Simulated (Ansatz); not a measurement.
## SrMnO3 (Pm-3m): how robust is the cRPA U?

Aim: hold the target of a cRPA run on SrMnO3 (Pm-3m) and move one thing at a time.

Method: constrained RPA on LDA, plane waves, PAW, in Ansatz 0.2.0.

### Step 1. Set-up

The structure is cubic, space group Pm-3m (No. 221). The conventional cell has a = 3.805 Å, b = 3.805 Å, c = 3.805 Å, α = 90.00°, β = 90.00°, γ = 90.00°. Nearest to Sr lie 12 O at 2.69 Å. Nearest to Mn lie 6 O at 1.90 Å. Nearest to O lie 2 Mn at 1.90 Å and 4 Sr at 2.69 Å. Farther neighbours and most contacts between anions are not listed.

 The program's search for lower electronic states was switched off, so nothing shows that the state found is the lowest. The default PAW set here is soft_2. Its files were made with PBE.

### Step 2. Base: Mn d + anion p, bands v11 to c3, 4×4×4 mesh, medium accuracy

Constrained RPA screens the interaction with every transition except those inside the target bands, which a later many-body model would treat itself.

input.yaml reads:

```yaml
crystal:
  lattice:
    - [0.0, -3.805, 0.0]
    - [0.0, 0.0, 3.805]
    - [-3.805, 0.0, 0.0]
  atoms:
    - { symbol: Sr, position: [0.0, 0.0, 0.0] }
    - { symbol: Mn, position: [0.5, 0.5, 0.5] }
    - { symbol: O, position: [0.5, 0.5, 0.0] }
    - { symbol: O, position: [0.5, 0.0, 0.5] }
    - { symbol: O, position: [0.0, 0.5, 0.5] }
kpoints:
  mp_grid: { grid: [8, 8, 8] }
hamiltonian:
  xc: lda
scf:
  occupations: { method: gaussian, width: 0.08 }
  n_extra_bands: 19
  max_iter: 150
  lower_state_search: "off"
output:
  crpa:
    kmesh: [4, 4, 4]
    target_bands: [v11, c3]
    projections: [{ species: Mn, l: d, shell: 3 }, { species: O, l: p, shell: 2 }]
  local_orbitals:
    kmesh: [8, 8, 8]
    orbitals: [{ species: Mn, l: d, shell: 3 }, { species: O, l: p, shell: 2 }]
    window: { bands: [v11, c3] }
    seedname: lo
```

Started as:

```sh
$ ansatz run input.yaml --threads 16 --pin off --max-ram 36864MiB --backend cpu --events-out ev --progress --plain --runs-dir out
```

Numbers of over 12 decimals in the logs are rounded to 6 here.

The log of the run:

```text
scf.n_extra_bands = 19 over 22 filled bands (N_el = 43.0): the run solves 41 bands
Engine: ansatz 0.2.0, x86_64-unknown-linux-gnu
Pseudopotentials: kind: paw
Pseudopotential: Sr, paw, valence charge 10, recommended cutoff 420 eV (normal), Sr.paw.azcp
Pseudopotential: Mn, paw, valence charge 15, recommended cutoff 420 eV (normal), Mn.paw.azcp
Pseudopotential: O, paw, valence charge 6, recommended cutoff 420 eV (normal), O.paw.azcp
Functional definition: SPW92
  exchange = slater_x
  correlation = pw_c
Crystal: 5 atoms, lattice volume = 55.089 Å³
Basis set: ecut = 420 eV, 1045 PW (Γ)
Bands: 41, of which v1, the nominal top of the filled ones, is band 22 counted from 1 (21 counted from 0)
Symmetry: 48 space group operations
Space group: Pm-3m (ITA 221), of the structure as read, at distance tolerance 3.8e-5 Å
k-points: 35 of 512
Non-local potential: Sr, projectors of the file, l = 0: 3, l = 1: 2, l = 2: 2
Non-local potential: Mn, projectors of the file, l = 0: 3, l = 1: 2, l = 2: 3, l = 3: 1
Non-local potential: O, projectors of the file, l = 0: 2, l = 1: 2, l = 2: 1
PAW form: soft (Blöchl's): semilocal exchange-correlation on the pseudo side does not see the compensation charge
PAW frozen core: Sr, regenerated for the run's functional, and the local potential with it (the file was generated under x = pbe(κ = 0.804, μ = 0.219515), c = pbe(β = 0.066725))
PAW frozen core: Mn, regenerated for the run's functional, and the local potential with it (the file was generated under x = pbe(κ = 0.804, μ = 0.219515), c = pbe(β = 0.066725))
PAW frozen core: O, regenerated for the run's functional, and the local potential with it (the file was generated under x = pbe(κ = 0.804, μ = 0.219515), c = pbe(β = 0.066725))
PAW one-centre angular grid: Sr, 110 points (default); XC on 64 Gauss nodes
PAW one-centre angular grid: Mn, 590 points (default); XC on 64 Gauss nodes
PAW one-centre angular grid: O, 110 points (default); XC on 64 Gauss nodes
Initial density: superposition of atomic densities (neutral atoms: chi_scale 0, normalization atom), corrected by the library's trained network
Initial wavefunctions: pseudopotential atomic-orbital guess
Functional: x = slater, c = lda
SCF iter   1: F=—  HF=-8954.970518 eV  |F-HF|=—  |Δ(HF+E_count)|=         —  Δρ=2.45e-2  dr2=3.23e-1  ethr=1.77e-3  ⟨swp⟩=7.6  Hψ=7072  notcnv=0  defer=282
preconditioner: auto → Kerker (q_TF=auto, 2.618 Å⁻¹)  [metal: Δε(μ)=0.011 eV  Ē_g=19.392 eV  σ=0.080 eV  W_gap=0.08  n_scr=18 (ndim 8)  ℏωp=28.7 eV  f_vac=0.000  D(μ)=9.02/eV (n_scr^D=146)]
SCF iter   2: F=—  HF=-8954.931819 eV  |F-HF|=—  |Δ(HF+E_count)|=   3.87e-2  Δρ=1.38e-2  dr2=1.10e-1  ethr=7.51e-4  ⟨swp⟩=2.0  Hψ=1865  notcnv=0  defer=351
[...]
Fermi energy:    11.558283 eV
--- Per-component energies (eV) ---
  E_band       = -300.047737
  E_kinetic    = 1071.752813
  E_local      = -3726.796461  (includes V_loc(G=0)·N_el)
  E_nonlocal   = 594.105182
  E_hartree    = 1395.070794
  E_xc         = -503.896935
  E_vxc        = -589.292251  (∫ρ·V_xc dr)
  E_paw        = -4273.289074  (= ΣΔE_a)
  E_vpaw       = -439.969523  (= ΣTr[D̂ρ^β])
  E_aug_tail   = 0.007528  (compensation charges beyond the density's cutoff)
  E_ewald      = -3512.806659
  E_core_change = 0.968853  (= ΣΔE_core)
  E_smearing   = -0.029993  (= −TS)
  E_closure    = -0.000000  (closes the sum)
  Σ components = -8954.913952   (vs F -8954.913952, Δ=0.00e0)
--- Band table (eV; the first three rows and the last of 35) ---
  k-point 0: bands = [... 18 lower, 9.8254, 9.8254, 9.8600, 9.8600, 9.8600, 11.4575, 11.4575, 15.8676, ... 15 higher]
  k-point 1: bands = [... 18 lower, 9.5920, 9.5920, 9.8695, 10.4683, 10.4683, 11.4606, 12.0586, 16.1478, ... 15 higher]
  k-point 2: bands = [... 18 lower, 9.4504, 9.4504, 9.8926, 11.1400, 11.1400, 11.4662, 12.9351, 16.8937, ... 15 higher]
  k-point 34: bands = [... 18 lower, 10.2832, 10.2832, 12.1207, 12.1207, 12.1207, 15.7175, 15.7175, 17.6846, ... 15 higher]
--- cRPA (band scheme, projected local orbitals): target bands 12..25 (1-based), 14 Wannier function(s), 4×4×4 mesh, 50 bands' worth read of 55 solved, ecut_chi 136.0 eV, v(q+G=0) probe_charge, pair densities all_electron ---
  bands read: the sum over 50 bands ends inside a degenerate multiplet in 7 slots, whose members it reads at an even weight; the widest, k=42: bands 49 to 51 (counted from 1) at 2/3 each
  χ-basis size per q: N_G = 192..211
  window electrons = 21.0000, filled by tetrahedron_uncorrected; constrained ε̄⁻¹(q = 0, 0) head = 0.356973; min gauge Gram eig = 0.8108
  Kanamori averages over each shell's own Wannier functions (sites counted from 0, functions from 1):
  Each shell's averages of U are screened by what lies outside the whole window alone: parameters of one model of all the shells.
    Site 1, 3D, 5 of 5 d orbitals (Wannier functions 1, 2, 3, 4, 5; wannier90's mr 1, 2, 3, 4, 5):
      screened: U = 10.9989 eV, U' = 9.6126 eV, J = 0.6948 eV
      screened, to within: U = 2.3e-2 eV, U' = 2.3e-2 eV, J = 9.8e-4 eV
      bare: V = 23.3897 eV, V' = 21.7094 eV, J = 0.8277 eV
    Site 2, 2P, 3 of 3 p orbitals (Wannier functions 6, 7, 8; wannier90's mr 1, 2, 3):
      screened: U = 7.7522 eV, U' = 6.3149 eV, J = 0.7182 eV
      screened, to within: U = 9.9e-3 eV, U' = 9.8e-3 eV, J = 9.2e-4 eV
      bare: V = 19.0583 eV, V' = 17.2278 eV, J = 0.9120 eV
    Site 3, 2P, 3 of 3 p orbitals (Wannier functions 9, 10, 11; wannier90's mr 1, 2, 3):
      screened: U = 7.7522 eV, U' = 6.3149 eV, J = 0.7182 eV
      screened, to within: U = 9.9e-3 eV, U' = 9.8e-3 eV, J = 9.2e-4 eV
      bare: V = 19.0583 eV, V' = 17.2278 eV, J = 0.9120 eV
    Site 4, 2P, 3 of 3 p orbitals (Wannier functions 12, 13, 14; wannier90's mr 1, 2, 3):
      screened: U = 7.7522 eV, U' = 6.3149 eV, J = 0.7182 eV
      screened, to within: U = 9.9e-3 eV, U' = 9.8e-3 eV, J = 9.2e-4 eV
      bare: V = 19.0583 eV, V' = 17.2278 eV, J = 0.9120 eV
  Hermiticity witness max|P − P†| over intra, direct and exchange elements: 8.88e-15 eV (screened), 3.55e-15 eV (bare)
  Reality witness max|Im| over intra, direct and exchange elements: 2.43e-8 eV (screened), 7.57e-9 eV (bare)
[key lines of the parts left out:]
SCF converged after 8 iterations
Free energy (F): -8954.913952 eV
```

Elapsed: 45 s, on 16 threads of Intel Xeon 6975P-C (Granite Rapids), shared host; peak memory 0.96 GiB.

Reading the cycles: dr2 is the Hartree energy of the density residual (eV), the measure of convergence; HF is the Harris–Foulkes estimate of the energy, which meets the free energy F at convergence.

Numbers from this step:

| Property | Result |
| --- | --- |
| U | 11.00 eV |
| U prime (inter-orbital) | 9.613 eV |
| J | 0.6948 eV |
| bare V | 23.39 eV |
| bare J | 0.8277 eV |
| stated bound on U | 0.02258 eV |
| U over bare V | 0.4702 |
| electrons in the window | 21.00 |
| head of the constrained inverse dielectric matrix | 0.3570 |
| least eigenvalue of the projection's overlap | 0.8108 |
| target functions | 14 |
| bands in the sums | 50 |
| r.m.s. miss of the model bands | 1.43e-4 eV |
| width of the target bands | 11.52 eV |
| weight of the projected orbitals in the window | 0.9548 |

On the Mn d shell, screening brings the on-site interaction from 23.4 eV down to U = 11.00 eV.

### Step 3. Changed: 6×6×6 mesh

input.yaml, the sections that differ from step 2:

```yaml
output:
  crpa:
    kmesh: [6, 6, 6]
    target_bands: [v11, c3]
    projections: [{ species: Mn, l: d, shell: 3 }, { species: O, l: p, shell: 2 }]
# crystal, kpoints, hamiltonian, scf: as in step 2
```

The log of the run:

```text
[...]
Crystal: 5 atoms, lattice volume = 55.089 Å³
Basis set: ecut = 420 eV, 1045 PW (Γ)
Bands: 41, of which v1, the nominal top of the filled ones, is band 22 counted from 1 (21 counted from 0)
Symmetry: 48 space group operations
[...]
k-points: 35 of 512
[...]
SCF iter   1: F=—  HF=-8954.970518 eV  |F-HF|=—  |Δ(HF+E_count)|=         —  Δρ=2.45e-2  dr2=3.23e-1  ethr=1.77e-3  ⟨swp⟩=7.6  Hψ=7072  notcnv=0  defer=282
[...]
SCF iter   8: F=-8954.913952 eV  HF=-8954.913952 eV  |F-HF|=4.05e-9  |Δ(HF+E_count)|=   2.27e-8  Δρ=3.63e-6  dr2=7.72e-9  ethr=2.33e-10  ⟨swp⟩=10.3  Hψ=6821  notcnv=0
SCF 1 converged in 8 iterations: F = -8954.913952 eV  dr2 = 7.72e-9
[...]
NSCF: frozen V_eff on 20 k-points
[...]
cRPA screening: q 1/216
cRPA screening: q 2/216
cRPA screening: q 8/216 (q-point 3)
cRPA screening: q 14/216 (q-point 4)
cRPA screening: q 17/216 (q-point 8)
[...]
χ-basis size per q: N_G = 188..208
[...]
screened: U = 11.0236 eV, U' = 9.6370 eV, J = 0.6946 eV
      screened, to within: U = 2.4e-2 eV, U' = 2.4e-2 eV, J = 9.8e-4 eV
      bare: V = 23.3821 eV, V' = 21.7019 eV, J = 0.8276 eV
    Site 2, 2P, 3 of 3 p orbitals (Wannier functions 6, 7, 8; wannier90's mr 1, 2, 3):
      screened: U = 7.7568 eV, U' = 6.3192 eV, J = 0.7183 eV
      screened, to within: U = 1.1e-2 eV, U' = 1.1e-2 eV, J = 9.2e-4 eV
      bare: V = 19.0461 eV, V' = 17.2157 eV, J = 0.9119 eV
    Site 3, 2P, 3 of 3 p orbitals (Wannier functions 9, 10, 11; wannier90's mr 1, 2, 3):
      screened: U = 7.7568 eV, U' = 6.3192 eV, J = 0.7183 eV
      screened, to within: U = 1.1e-2 eV, U' = 1.1e-2 eV, J = 9.2e-4 eV
      bare: V = 19.0461 eV, V' = 17.2157 eV, J = 0.9119 eV
    Site 4, 2P, 3 of 3 p orbitals (Wannier functions 12, 13, 14; wannier90's mr 1, 2, 3):
      screened: U = 7.7568 eV, U' = 6.3192 eV, J = 0.7183 eV
      screened, to within: U = 1.1e-2 eV, U' = 1.1e-2 eV, J = 9.2e-4 eV
      bare: V = 19.0461 eV, V' = 17.2157 eV, J = 0.9119 eV
[...]
[key lines of the parts left out:]
SCF converged after 8 iterations
Free energy (F): -8954.913952 eV
Fermi energy:    11.558283 eV
```

Elapsed: 5.5 min, on 16 threads; peak memory 1.2 GiB; 63 min of CPU time.

This step gave:

```
U                                                 : 11.02 eV
U prime (inter-orbital)                           : 9.637 eV
J                                                 : 0.6946 eV
bare V                                            : 23.38 eV
bare J                                            : 0.8276 eV
stated bound on U                                 : 0.02345 eV
U over bare V                                     : 0.4715
electrons in the window                           : 21.00
head of the constrained inverse dielectric matrix : 0.3569
least eigenvalue of the projection's overlap      : 0.8108
target functions                                  : 14
bands in the sums                                 : 50
width of the target bands                         : 11.52 eV
weight of the projected orbitals in the window    : 0.9548
```

On the Mn d shell, screening brings the on-site interaction from 23.4 eV down to U = 11.02 eV.

### Step 4. Changed: 2×2×2 mesh

Edit input.yaml of step 3 so:

```diff
@@ -22,3 +22,3 @@
   crpa:
-    kmesh: [6, 6, 6]
+    kmesh: [2, 2, 2]
     target_bands: [v11, c3]
```

The log of the run:

```text
[...]
Crystal: 5 atoms, lattice volume = 55.089 Å³
Basis set: ecut = 420 eV, 1045 PW (Γ)
Bands: 41, of which v1, the nominal top of the filled ones, is band 22 counted from 1 (21 counted from 0)
Symmetry: 48 space group operations
[...]
k-points: 35 of 512
[...]
screened: U = 7.7551 eV, U' = 6.3095 eV, J = 0.7217 eV
      screened, to within: U = 8.9e-3 eV, U' = 8.9e-3 eV, J = 9.7e-4 eV
      bare: V = 19.2463 eV, V' = 17.4059 eV, J = 0.9158 eV
    Site 4, 2P, 3 of 3 p orbitals (Wannier functions 12, 13, 14; wannier90's mr 1, 2, 3):
      screened: U = 7.7551 eV, U' = 6.3095 eV, J = 0.7217 eV
      screened, to within: U = 8.9e-3 eV, U' = 8.9e-3 eV, J = 9.7e-4 eV
      bare: V = 19.2463 eV, V' = 17.4059 eV, J = 0.9158 eV
[...]
[key lines of the parts left out:]
SCF converged after 8 iterations
Free energy (F): -8954.913952 eV
Fermi energy:    11.558283 eV
```

Run time: 5.7 s. Hardware: 16 threads; peak memory 0.82 GiB; 48 s of CPU time.

This step gave:

| Item | Value |
| --- | --- |
| U | 11.06 eV |
| U prime (inter-orbital) | 9.664 eV |
| J | 0.6969 eV |
| bare V | 23.50 eV |
| bare J | 0.8299 eV |
| stated bound on U | 0.01474 eV |
| U over bare V | 0.4705 |
| electrons in the window | 21.00 |
| head of the constrained inverse dielectric matrix | 0.3423 |
| least eigenvalue of the projection's overlap | 0.8108 |
| target functions | 14 |
| bands in the sums | 50 |
| width of the target bands | 11.52 eV |
| weight of the projected orbitals in the window | 0.9548 |

On the Mn d shell, screening brings the on-site interaction from 23.5 eV down to U = 11.06 eV.

### Step 5. Changed: accuracy low

Edit input.yaml of step 4 so:

```diff
@@ -22,4 +22,5 @@
   crpa:
-    kmesh: [2, 2, 2]
+    kmesh: [4, 4, 4]
     target_bands: [v11, c3]
     projections: [{ species: Mn, l: d, shell: 3 }, { species: O, l: p, shell: 2 }]
+    accuracy: low
```

The log of the run:

```text
[...]
Crystal: 5 atoms, lattice volume = 55.089 Å³
Basis set: ecut = 420 eV, 1045 PW (Γ)
Bands: 41, of which v1, the nominal top of the filled ones, is band 22 counted from 1 (21 counted from 0)
Symmetry: 48 space group operations
[...]
k-points: 35 of 512
[...]
screened: U = 7.7284 eV, U' = 6.2960 eV, J = 0.7158 eV
      screened, to within: U = 1.3e-1 eV, U' = 1.3e-1 eV, J = 1.5e-2 eV
      bare: V = 19.0583 eV, V' = 17.2278 eV, J = 0.9120 eV
    Site 4, 2P, 3 of 3 p orbitals (Wannier functions 12, 13, 14; wannier90's mr 1, 2, 3):
      screened: U = 7.7284 eV, U' = 6.2960 eV, J = 0.7158 eV
      screened, to within: U = 1.3e-1 eV, U' = 1.3e-1 eV, J = 1.5e-2 eV
      bare: V = 19.0583 eV, V' = 17.2278 eV, J = 0.9120 eV
[...]
[key lines of the parts left out:]
SCF converged after 8 iterations
Free energy (F): -8954.913952 eV
Fermi energy:    11.558283 eV
```

The job ended after 32 s (16 threads; peak memory 0.9 GiB; 5.7 min of CPU time).

This step gave:

| Item | Value |
| --- | --- |
| U | 10.92 eV |
| U prime (inter-orbital) | 9.536 eV |
| J | 0.6921 eV |
| bare V | 23.39 eV |
| bare J | 0.8277 eV |
| stated bound on U | 0.3312 eV |
| U over bare V | 0.4668 |
| electrons in the window | 21.00 |
| head of the constrained inverse dielectric matrix | 0.3569 |
| least eigenvalue of the projection's overlap | 0.8108 |
| target functions | 14 |
| bands in the sums | 50 |
| width of the target bands | 11.52 eV |
| weight of the projected orbitals in the window | 0.9548 |

On the Mn d shell, screening brings the on-site interaction from 23.4 eV down to U = 10.92 eV.

### Step 6. Changed: smooth pair densities

Edit input.yaml of step 5 so:

```diff
@@ -25,2 +25,2 @@
     projections: [{ species: Mn, l: d, shell: 3 }, { species: O, l: p, shell: 2 }]
-    accuracy: low
+    pair_densities: pseudo
```

The log of the run:

```text
[...]
Crystal: 5 atoms, lattice volume = 55.089 Å³
Basis set: ecut = 420 eV, 1045 PW (Γ)
Bands: 41, of which v1, the nominal top of the filled ones, is band 22 counted from 1 (21 counted from 0)
Symmetry: 48 space group operations
[...]
k-points: 35 of 512
[...]
screened, sum over states alone: U = 8.2129 eV, U' = 6.4782 eV, J = 0.8650 eV
      bare: V = 19.0583 eV, V' = 17.2278 eV, J = 0.9120 eV
    Site 4, 2P, 3 of 3 p orbitals (Wannier functions 12, 13, 14; wannier90's mr 1, 2, 3):
      screened: U = 7.7667 eV, U' = 6.3134 eV, J = 0.7261 eV
      screened, to within: U = 3.1e-3 eV, U' = 3.1e-3 eV, J = 1.9e-4 eV
      screened, sum over states alone: U = 8.2129 eV, U' = 6.4782 eV, J = 0.8650 eV
      bare: V = 19.0583 eV, V' = 17.2278 eV, J = 0.9120 eV
[...]
[key lines of the parts left out:]
SCF converged after 8 iterations
Free energy (F): -8954.913952 eV
Fermi energy:    11.558283 eV
```

It took 65 s on 16 threads; peak memory 0.89 GiB.

Numbers from this step:

```yaml
u: 11.06 eV
u_prime_inter_orbital: 9.610 eV
j: 0.7274 eV
bare_v: 23.39 eV
bare_j: 0.8277 eV
stated_bound_on_u: 0.01050 eV
u_over_bare_v: 0.4728
electrons_in_the_window: 21.00
head_of_the_constrained_inverse_dielectric_matrix: 0.3572
least_eigenvalue_of_the_projection_s_overlap: 0.8108
target_functions: 14
bands_in_the_sums: 50
width_of_the_target_bands: 11.52 eV
weight_of_the_projected_orbitals_in_the_window: 0.9548
```

On the Mn d shell, screening brings the on-site interaction from 23.4 eV down to U = 11.06 eV.

### Step 7. Changed: volume -3 %

The cell differs from the one that the last finished run ended in (a 3.805 → 3.767 Å, b 3.805 → 3.767 Å, c 3.805 → 3.767 Å).

input.yaml, the sections that differ from step 6:

```yaml
crystal:
  lattice:
    - [0.0, -3.7665630286, 0.0]
    - [0.0, 0.0, 3.7665630286]
    - [-3.7665630286, 0.0, 0.0]
  atoms:
    - { symbol: Sr, position: [0.0, 0.0, 0.0] }
    - { symbol: Mn, position: [0.5, 0.5, 0.5] }
    - { symbol: O, position: [0.5, 0.5, 0.0] }
    - { symbol: O, position: [0.5, 0.0, 0.5] }
    - { symbol: O, position: [0.0, 0.5, 0.5] }
output:
  crpa:
    kmesh: [4, 4, 4]
    target_bands: [v11, c3]
    projections: [{ species: Mn, l: d, shell: 3 }, { species: O, l: p, shell: 2 }]
  local_orbitals:
    kmesh: [8, 8, 8]
    orbitals: [{ species: Mn, l: d, shell: 3 }, { species: O, l: p, shell: 2 }]
    window: { bands: [v11, c3] }
    seedname: lo
# kpoints, hamiltonian, scf: as in step 6
```

The log of the run:

```text
[...]
Crystal: 5 atoms, lattice volume = 53.436 Å³
Basis set: ecut = 420 eV, 1021 PW (Γ)
Bands: 41, of which v1, the nominal top of the filled ones, is band 22 counted from 1 (21 counted from 0)
Symmetry: 48 space group operations
[...]
k-points: 35 of 512
[...]
screened: U = 7.7640 eV, U' = 6.3222 eV, J = 0.7207 eV
      screened, to within: U = 9.8e-3 eV, U' = 9.8e-3 eV, J = 9.3e-4 eV
      bare: V = 19.1007 eV, V' = 17.2642 eV, J = 0.9150 eV
    Site 4, 2P, 3 of 3 p orbitals (Wannier functions 12, 13, 14; wannier90's mr 1, 2, 3):
      screened: U = 7.7640 eV, U' = 6.3222 eV, J = 0.7207 eV
      screened, to within: U = 9.8e-3 eV, U' = 9.8e-3 eV, J = 9.3e-4 eV
      bare: V = 19.1007 eV, V' = 17.2642 eV, J = 0.9150 eV
[...]
[key lines of the parts left out:]
SCF converged after 8 iterations
Free energy (F): -8955.041143 eV
Fermi energy:    12.103038 eV
```

Wall time 60 s (16 threads); peak memory 0.94 GiB.

Numbers from this step:

* U: 10.96 eV
* U prime (inter-orbital): 9.571 eV
* J: 0.6946 eV
* bare V: 23.40 eV
* bare J: 0.8278 eV
* stated bound on U: 0.02169 eV
* U over bare V: 0.4684
* electrons in the window: 21
* head of the constrained inverse dielectric matrix: 0.3538
* least eigenvalue of the projection's overlap: 0.8132
* target functions: 14
* bands in the sums: 50
* r.m.s. miss of the model bands: 1.31e-4 eV
* width of the target bands: 11.89 eV
* weight of the projected orbitals in the window: 0.9535

On the Mn d shell, screening brings the on-site interaction from 23.4 eV down to U = 10.96 eV.

(Continued in part 2 of 2.)

[Paths, hosts, dates, memory and timing lines, banners, echoed tables and standing remarks are left out of the program output.]

[Logs are printed without paths, hosts, clocks, repeated set-up lines and the standing remarks that a program may print on its own settings, such as how far it seeks lower states.]

[Runs of the session that timed out or met a known fault of the program may be left out.]

[Hosts, paths, dates, database ids (printed as entryN), source tags and the programs' standing remarks are cut or masked in the printed files.]
